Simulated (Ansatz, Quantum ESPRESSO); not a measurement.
# Band edges of 1T-NiSSe, 1 layer under strain, part 2 of 2

How do the band edges of 1T-NiSSe, 1 layer move against the vacuum when the sheet is stretched?

Quantum ESPRESSO 7.5; plane-wave DFT, PBE, GBRV ultrasoft pseudopotentials; geometry by Ansatz 0.2.0 with PAW datasets.

So far: The starting structure; Geometry from Ansatz.

## (3) Running the series

Under ESM bc1 levels count from the vacuum, or from the mean of the two vacuum levels where the sheet has a dipole, so band edges at unlike strains can be compared.

Level of this step: plane-wave DFT, PBE, GBRV ultrasoft pseudopotentials (Quantum ESPRESSO 7.5).

Contents of run.py:

```python
import json
import numpy as np
from ase import Atoms
from ase.calculators.espresso import Espresso, EspressoProfile

profile = EspressoProfile(command='mpirun -n 4 pw.x -nk 4', pseudo_dir='../pseudo')
pseudopotentials = {'Ni': 'ni_pbe_v1.4.uspp.F.UPF', 'S': 's_pbe_v1.4.uspp.F.UPF', 'Se': 'se_pbe_v1.uspp.F.UPF'}
system = {'ecutwfc': 40, 'ecutrho': 200, 'occupations': 'smearing', 'smearing': 'fd', 'degauss': 0.002}


def calculator(name, kpts, **extra):
    data = dict(control=dict(tprnfor=True, verbosity='high', disk_io='none'),
                system=system | extra,
                electrons=dict(conv_thr=1e-09, mixing_beta=0.4, mixing_mode='plain',
                               electron_maxstep=100))
    return Espresso(profile=profile, directory=name, pseudopotentials=pseudopotentials, kpts=kpts, input_data=data)


def centre(atoms):
    z = atoms.positions[:, 2]
    atoms.positions[:, 2] -= (z.max() + z.min()) / 2  # ESM wants the slab about z = 0
    return atoms

sheet = Atoms(
    ['Se', 'Ni', 'S'],
    scaled_positions=[
        [0.6666666667, 0.3333333333, 0.4310681301],
        [0.0000000000, 0.0000000000, 0.5061821064],
        [0.3333333333, 0.6666666667, 0.5720891459]],
    cell=[
        [3.440902408858, 0.000000000000, 0.000000000000],
        [-1.720451204429, 2.979908898014, 0.000000000000],
        [0.000000000000, 0.000000000000, 17.121016811500]],
    pbc=True)

rows = []
for strain in [-0.03, -0.015, 0.0, 0.015, 0.03]:
    atoms = sheet.copy()
    atoms.set_cell(sheet.cell.array * [[1 + strain], [1 + strain], [1]], scale_atoms=True)
    atoms = centre(atoms)
    atoms.calc = calculator(f's{strain:+.3f}', (12, 12, 1), assume_isolated='esm', esm_bc='bc1', nbnd=19)
    energy = atoms.get_potential_energy()
    levels = np.array([atoms.calc.get_eigenvalues(kpt=i) for i in range(len(atoms.calc.get_ibz_k_points()))])
    top, bottom = levels[:, 14].max(), levels[:, 15].min()
    direct = (levels[:, 15] - levels[:, 14]).min()
    rows.append([strain, energy, top, bottom, direct])
    print(f'strain {strain:+.3f}: E = {energy:.5f} eV, valence top {top:.3f}, conduction bottom {bottom:.3f}, '
          f'gap {bottom - top:.3f}, least direct gap {direct:.3f} eV')

x, energy, top, bottom, direct = np.array(rows).T
area = np.linalg.norm(np.cross(*sheet.cell[:2]))
stiffness = np.polyfit(x, energy, 2)[0] / area * 16.0218  # C11 + C12, heights clamped
print(f'valence and conduction edges move by {np.polyfit(x, top, 1)[0]:.2f} and {np.polyfit(x, bottom, 1)[0]:.2f} eV per unit biaxial strain')
print(f'C11 + C12 with clamped heights: {stiffness:.1f} N/m')
json.dump(dict(rows=rows, stiffness=stiffness), open('result.json', 'w'))
```

The run is started by

```bash
$ OMP_NUM_THREADS=1 python run.py
```

Log:

```text
strain -0.030: E = -5592.20602 eV, valence top -5.138, conduction bottom -5.000, gap 0.138, least direct gap 0.970 eV
strain -0.015: E = -5592.27445 eV, valence top -5.271, conduction bottom -5.011, gap 0.260, least direct gap 0.983 eV
strain +0.000: E = -5592.29700 eV, valence top -5.395, conduction bottom -5.027, gap 0.369, least direct gap 0.897 eV
strain +0.015: E = -5592.27918 eV, valence top -5.509, conduction bottom -5.061, gap 0.448, least direct gap 0.810 eV
strain +0.030: E = -5592.22569 eV, valence top -5.614, conduction bottom -5.128, gap 0.485, least direct gap 0.729 eV
valence and conduction edges move by -7.94 and -2.05 eV per unit biaxial strain
C11 + C12 with clamped heights: 141.0 N/m
```

Run time: 3.7 min. Hardware: 4 MPI ranks of Arm Neoverse V2, shared host; peak memory 0.56 GiB.

The input that ASE wrote for the first run, and its log:

```
&CONTROL
   verbosity        = 'high'
   tprnfor          = .true.
   disk_io          = 'none'
   pseudo_dir       = '../pseudo'
/
&SYSTEM
   nbnd             = 19
   ecutwfc          = 40
   ecutrho          = 200
   occupations      = 'smearing'
   degauss          = 0.002
   smearing         = 'fd'
   assume_isolated  = 'esm'
   esm_bc           = 'bc1'
   ntyp             = 3
   nat              = 3
   ibrav            = 0
/
&ELECTRONS
   electron_maxstep = 100
   conv_thr         = 1e-09
   mixing_mode      = 'plain'
   mixing_beta      = 0.4
/
&IONS
/
&CELL
/
&FCP
/
&RISM
/
ATOMIC_SPECIES
Se 78.971 se_pbe_v1.uspp.F.UPF
Ni 58.6934 ni_pbe_v1.4.uspp.F.UPF
S 32.06 s_pbe_v1.4.uspp.F.UPF

K_POINTS automatic
12 12 1  0 0 0

CELL_PARAMETERS angstrom
3.33767533659226 0.00000000000000 0.00000000000000
-1.66883766829613 2.89051163107358 0.00000000000000
0.00000000000000 0.00000000000000 17.12101681150000

ATOMIC_POSITIONS angstrom
Se 1.6688376685 0.9635038769 -1.2072115911  
Ni 0.0000000000 0.0000000000 0.0788160599  
S -0.0000000002 1.9270077541 1.2072115911
```

```text
Program PWSCF v.7.5 starts
[citation notice left out]

     Parallel version (MPI & OpenMP), running on       4 processor cores
     Number of MPI processes:                 4
     Threads/MPI process:                     1

     MPI processes distributed on     1 nodes
[... 1 line left out ...]

Warning: card &CELL ignored
Warning: card &FCP ignored
Warning: card &RISM ignored

     Current dimensions of program PWSCF are:
     Max number of different atomic species (ntypx) = 10
     Max number of k-points (npk) =  40000
     Max angular momentum in pseudopotentials (lmaxx) =  4
     Message from routine setup:
     using ibrav=0 with symmetry is DISCOURAGED, use correct ibrav instead

     K-points division:     npool     =       4
     Subspace diagonalization in iterative solution of the eigenvalue problem:
     a serial algorithm will be used

     G-vector sticks info
     --------------------
     sticks:   dense  smooth     PW     G-vecs:    dense   smooth      PW
     Sum         559     433    127                53251    38159    6317

     Using Slab Decomposition

     bravais-lattice index     =            0
     lattice parameter (alat)  =       6.3073  a.u.
     unit-cell volume          =    1114.6665 (a.u.)^3
     number of atoms/cell      =            3
     number of atomic types    =            3
     number of electrons       =        30.00
     number of Kohn-Sham states=           19
     kinetic-energy cutoff     =      40.0000  Ry
     charge density cutoff     =     200.0000  Ry
     scf convergence threshold =      1.0E-09
     mixing beta               =       0.4000
     number of iterations used =            8  plain     mixing
     Exchange-correlation=  SLA  PW   PBX  PBC
                           (   1   4   3   4   0   0   0)

     Effective Screening Medium Method
     =================================
     Boundary Conditions: Vacuum-Slab-Vacuum
     total charge in unit cell        =   0.0000
     grid points for fit at edges     =        4

[... 10 lines left out ...]
     PseudoPot. # 1 for Se read from file:
     ../pseudo/se_pbe_v1.uspp.F.UPF
     Pseudo is Ultrasoft + core correction, Zval =  6.0
     Generated by new atomic code, or converted to UPF format
     Using radial grid of  877 points,  6 beta functions with:
                l(1) =   0
                l(2) =   0
                l(3) =   1
                l(4) =   1
                l(5) =   2
                l(6) =   2
     Q(r) pseudized with  8 coefficients,  rinner =    1.300   1.300   1.300
                                                       1.300   1.300

     PseudoPot. # 2 for Ni read from file:
     ../pseudo/ni_pbe_v1.4.uspp.F.UPF
     Pseudo is Ultrasoft + core correction, Zval = 18.0
     Generated by new atomic code, or converted to UPF format
     Using radial grid of  865 points,  6 beta functions with:
                l(1) =   0
[... 760 lines left out ...]

          k = 0.0000 0.0000 0.0000 (  4745 PWs)   bands (ev):

  -109.5467 -69.9373 -69.9373 -69.9262 -20.6279 -18.2605 -10.7760  -9.8208
    -9.8208  -8.0235  -8.0235  -7.1046  -6.2127  -5.1376  -5.1376  -3.3193
    -3.3193  -1.0675  -0.2607

     occupation numbers
     1.0000   1.0000   1.0000   1.0000   1.0000   1.0000   1.0000   1.0000
     1.0000   1.0000   1.0000   1.0000   1.0000   0.8719   0.8719   0.0000
     0.0000   0.0000   0.0000

[... 144 lines left out ...]

     the Fermi energy is    -5.0855 ev

!    total energy              =    -411.01959714 Ry
     estimated scf accuracy    <          5.3E-10 Ry
     smearing contrib. (-TS)   =      -0.00005733 Ry
     internal energy E=F+TS    =    -411.01953981 Ry

     The total energy is F=E-TS. E is the sum of the following terms:
     one-electron contribution =     367.08583189 Ry
     hartree contribution      =    -186.86494905 Ry
     xc contribution           =     -73.72162869 Ry
     ewald contribution        =    -517.51879396 Ry

     convergence has been achieved in  43 iterations

     negative rho (up, down):  1.047E-03 0.000E+00

     Forces acting on atoms (cartesian axes, Ry/au):

     atom    1 type  1   force =     0.00000000    0.00000000   -0.02588310
     atom    2 type  2   force =    -0.00000000   -0.00000000    0.00294282
     atom    3 type  3   force =     0.00000000   -0.00000000    0.02288022
     The non-local contrib.  to forces
     atom    1 type  1   force =     0.00000000    0.00000000    0.28266771
     atom    2 type  2   force =     0.00000000   -0.00000000   -0.12817960
     atom    3 type  3   force =     0.00000000    0.00000000   -0.30842064
     The ionic contribution  to forces
     atom    1 type  1   force =    -0.00000000    0.00000000  -46.44172622
     atom    2 type  2   force =    -0.00000000   -0.00000000    1.98542684
     atom    3 type  3   force =     0.00000000   -0.00000000   44.45629939
     The local contribution  to forces
     atom    1 type  1   force =    -0.00000000    0.00000000   46.16480043
     atom    2 type  2   force =    -0.00000000    0.00000000   -1.85436343
     atom    3 type  3   force =     0.00000000   -0.00000000  -44.14172978
     The core correction contribution to forces
     atom    1 type  1   force =     0.00000000   -0.00000000   -0.03157943
     atom    2 type  2   force =    -0.00000000    0.00000000    0.00005394
     atom    3 type  3   force =    -0.00000000    0.00000000    0.01668057
     The Hubbard contrib.    to forces
     atom    1 type  1   force =     0.00000000    0.00000000    0.00000000
     atom    2 type  2   force =     0.00000000    0.00000000    0.00000000
     atom    3 type  3   force =     0.00000000    0.00000000    0.00000000
     The SCF correction term to forces
     atom    1 type  1   force =    -0.00000000    0.00000000   -0.00004557
     atom    2 type  2   force =    -0.00000000    0.00000000    0.00000508
     atom    3 type  3   force =     0.00000000   -0.00000000    0.00005069

     Total force =     0.034671     Total SCF correction =     0.000068
     Message from routine punch:
     Nothing written, as per user request (disk_io='none')

[... 1 line left out ...]

[... 1 line left out ...]

[... 1 line left out ...]

[... 3 lines left out ...]

[... 1 line left out ...]

[... 2 lines left out ...]

[... 1 line left out ...]

[... 1 line left out ...]

=------------------------------------------------------------------------------=
   JOB DONE.
=------------------------------------------------------------------------------=
```

Numbers from this step:

| Item | Value |
| --- | --- |
| biaxial stiffness | 141.0 N/m |

Table of band edge from the vacuum level by biaxial strain:

```tsv
biaxial strain (%)	valence top (eV)	conduction bottom (eV)
-3.00	-5.14	-5.00
-1.50	-5.27	-5.01
0.00	-5.40	-5.03
1.50	-5.51	-5.06
3.00	-5.61	-5.13
```

Gap against biaxial strain:

```tsv
biaxial strain (%)	on the mesh (eV)	least direct (eV)
-3.00	0.138	0.970
-1.50	0.260	0.983
0.00	0.368	0.897
1.50	0.448	0.810
3.00	0.485	0.729
```

Energy over the lowest against biaxial strain:

```tsv
biaxial strain (%)	energy over the lowest (meV)
-3.00	91.0
-1.50	22.6
0.00	0
1.50	17.8
3.00	71.3
```

## (4) The script: PBE, PseudoDojo norm-conserving

Level of this step: plane-wave DFT, PBE, PseudoDojo norm-conserving pseudopotentials (Quantum ESPRESSO 7.5).

run.py, as its differences from the input of step 3:

```diff
@@ -6,4 +6,4 @@
 profile = EspressoProfile(command='mpirun -n 4 pw.x -nk 4', pseudo_dir='../pseudo')
-pseudopotentials = {'Ni': 'ni_pbe_v1.4.uspp.F.UPF', 'S': 's_pbe_v1.4.uspp.F.UPF', 'Se': 'se_pbe_v1.uspp.F.UPF'}
-system = {'ecutwfc': 40, 'ecutrho': 200, 'occupations': 'smearing', 'smearing': 'fd', 'degauss': 0.002}
+pseudopotentials = {'Ni': 'Ni.dojo-sr-pbe-0.4.1-standard.upf', 'S': 'S.dojo-sr-pbe-0.4.1-standard.upf', 'Se': 'Se.dojo-sr-pbe-0.4.1-standard.upf'}
+system = {'ecutwfc': 90, 'ecutrho': 360, 'occupations': 'smearing', 'smearing': 'fd', 'degauss': 0.002}
 
@@ -40,7 +40,7 @@
     atoms = centre(atoms)
-    atoms.calc = calculator(f's{strain:+.3f}', (12, 12, 1), assume_isolated='esm', esm_bc='bc1', nbnd=19)
+    atoms.calc = calculator(f's{strain:+.3f}', (12, 12, 1), assume_isolated='esm', esm_bc='bc1', nbnd=24)
     energy = atoms.get_potential_energy()
     levels = np.array([atoms.calc.get_eigenvalues(kpt=i) for i in range(len(atoms.calc.get_ibz_k_points()))])
-    top, bottom = levels[:, 14].max(), levels[:, 15].min()
-    direct = (levels[:, 15] - levels[:, 14]).min()
+    top, bottom = levels[:, 19].max(), levels[:, 20].min()
+    direct = (levels[:, 20] - levels[:, 19]).min()
     rows.append([strain, energy, top, bottom, direct])
```

The run is started by

```bash
$ OMP_NUM_THREADS=1 python run.py
```

Log:

```text
strain -0.030: E = -8165.68511 eV, valence top -5.140, conduction bottom -5.012, gap 0.128, least direct gap 0.948 eV
strain -0.015: E = -8165.75230 eV, valence top -5.272, conduction bottom -5.022, gap 0.250, least direct gap 0.961 eV
strain +0.000: E = -8165.77383 eV, valence top -5.396, conduction bottom -5.037, gap 0.359, least direct gap 0.881 eV
strain +0.015: E = -8165.75493 eV, valence top -5.509, conduction bottom -5.069, gap 0.440, least direct gap 0.795 eV
strain +0.030: E = -8165.70049 eV, valence top -5.613, conduction bottom -5.136, gap 0.478, least direct gap 0.715 eV
valence and conduction edges move by -7.89 and -1.97 eV per unit biaxial strain
C11 + C12 with clamped heights: 140.7 N/m
```

Wall time 8.2 min (4 MPI ranks); peak memory 0.97 GiB; 33 min of CPU time.

This step gave:

```
biaxial stiffness : 140.7 N/m
```

Table of band edge from the vacuum level by biaxial strain:

```tsv
biaxial strain (%)	valence top (eV)	conduction bottom (eV)
-3.00	-5.14	-5.01
-1.50	-5.27	-5.02
0.00	-5.40	-5.04
1.50	-5.51	-5.07
3.00	-5.61	-5.14
```

The gap by biaxial strain:

```tsv
biaxial strain (%)	on the mesh (eV)	least direct (eV)
-3.00	0.128	0.948
-1.50	0.250	0.961
0.00	0.359	0.881
1.50	0.44	0.795
3.00	0.478	0.715
```

Table of energy over the lowest by biaxial strain:

```tsv
biaxial strain (%)	energy over the lowest (meV)
-3.00	88.7
-1.50	21.5
0.00	0
1.50	18.9
3.00	73.3
```

## (5) Running the series, with ecutwfc = 10

Another try, with an input changed as a hurried user might.

Level of this step: plane-wave DFT, PBE, GBRV ultrasoft pseudopotentials (Quantum ESPRESSO 7.5).

run.py, as its differences from the input of step 3:

```diff
@@ -7,3 +7,3 @@
 pseudopotentials = {'Ni': 'ni_pbe_v1.4.uspp.F.UPF', 'S': 's_pbe_v1.4.uspp.F.UPF', 'Se': 'se_pbe_v1.uspp.F.UPF'}
-system = {'ecutwfc': 40, 'ecutrho': 200, 'occupations': 'smearing', 'smearing': 'fd', 'degauss': 0.002}
+system = {'ecutwfc': 10, 'ecutrho': 200, 'occupations': 'smearing', 'smearing': 'fd', 'degauss': 0.002}
 
@@ -14,3 +14,3 @@
                 electrons=dict(conv_thr=1e-09, mixing_beta=0.4, mixing_mode='plain',
-                               electron_maxstep=100))
+                               electron_maxstep=60))
     return Espresso(profile=profile, directory=name, pseudopotentials=pseudopotentials, kpts=kpts, input_data=data)
@@ -36,3 +36,3 @@
 rows = []
-for strain in [-0.03, -0.015, 0.0, 0.015, 0.03]:
+for strain in [-0.03, -0.015, 0.0]:
     atoms = sheet.copy()
```

The run is started by

```bash
$ OMP_NUM_THREADS=1 python run.py
```

Log:

```text
strain -0.030: E = -4778.19156 eV, valence top -9.652, conduction bottom -8.497, gap 1.155, least direct gap 1.842 eV
strain -0.015: E = -4778.62417 eV, valence top -9.433, conduction bottom -8.327, gap 1.105, least direct gap 1.680 eV
strain +0.000: E = -4777.46710 eV, valence top -9.638, conduction bottom -8.285, gap 1.353, least direct gap 1.537 eV
valence and conduction edges move by 0.49 and 7.07 eV per unit biaxial strain
C11 + C12 with clamped heights: 5519.9 N/m
```

Wall time 26 s (4 MPI ranks); peak memory 0.43 GiB.

The run finished, but its numbers are not taken as the system's. The fault: a cutoff far too low.

Beside the run it was changed from:

```tsv
quantity	this run	unchanged run	difference
biaxial stiffness (N/m)	5520	141.0	5379
wall time (s)	26	222	
SCF iterations	55	183
```

The changed run covers the first three points of the series alone, which enters its fits and its time.

The physical values in this table move by up to 3.8e+03 %.

## (6) Worked from the printed numbers

Under equal strain ε in the plane, E = A (C11 + C12) ε². From the points at ±1.5 %: d²E/dε² = (22.55 + 17.83 − 2 × 0.00) meV / 0.015² = 179 eV, and 179/(2 × 10.254 Å²) × 16.02 = 140 N/m.

## (7) Summary of results

```yaml
c11_c12_heights_clamped_pbe_gbrv_ultrasoft: 141 N/m
gap_on_the_mesh_at_zero_strain_pbe_gbrv_ultrasoft: 0.37 eV
valence_top_below_the_mean_of_the_two_vacuum_levels_at_zero_strain_pbe_gbrv_ultrasoft: 5.40 eV
shift_of_the_valence_top_per_unit_biaxial_strain_pbe_gbrv_ultrasoft: -7.9 eV
shift_of_the_conduction_bottom_per_unit_biaxial_strain_pbe_gbrv_ultrasoft: -2.0 eV
c11_c12_heights_clamped_pbe_pseudodojo_norm_conserving: 141 N/m
gap_on_the_mesh_at_zero_strain_pbe_pseudodojo_norm_conserving: 0.36 eV
valence_top_below_the_mean_of_the_two_vacuum_levels_at_zero_strain_pbe_pseudodojo_norm_conserving: 5.40 eV
shift_of_the_valence_top_per_unit_biaxial_strain_pbe_pseudodojo_norm_conserving: -7.9 eV
shift_of_the_conduction_bottom_per_unit_biaxial_strain_pbe_pseudodojo_norm_conserving: -2.0 eV
```

In words: The sheet's biaxial stiffness comes to 141 N/m and its gap at zero strain to 0.37 eV (PBE, GBRV ultrasoft). From −3 % to +3 % the gap on the mesh goes from 0.14 to 0.49 eV; it is indirect at every strain. Heights are clamped under strain, which makes a sheet with several atomic planes too stiff. Semilocal gaps are too small. The sheet carries a dipole, so the two faces have unlike vacuum levels and the zero lies between them. Spin-orbit coupling is left out; depending on the atoms that carry the levels of interest, it can split and shift them by tens to hundreds of meV.

[Logs are printed without paths, hosts, clocks, repeated set-up lines and the standing remarks that a program may print on its own settings, such as how far it seeks lower states.]

[Hosts, paths, dates, database ids (printed as entryN), source tags and the programs' standing remarks are cut or masked in the printed files.]

[Maps of the electrostatic potential energy from Ansatz leave out the sawtooth potential of an applied field or a dipole correction, so their vacuum need not be flat; planar profiles and work functions include it.]
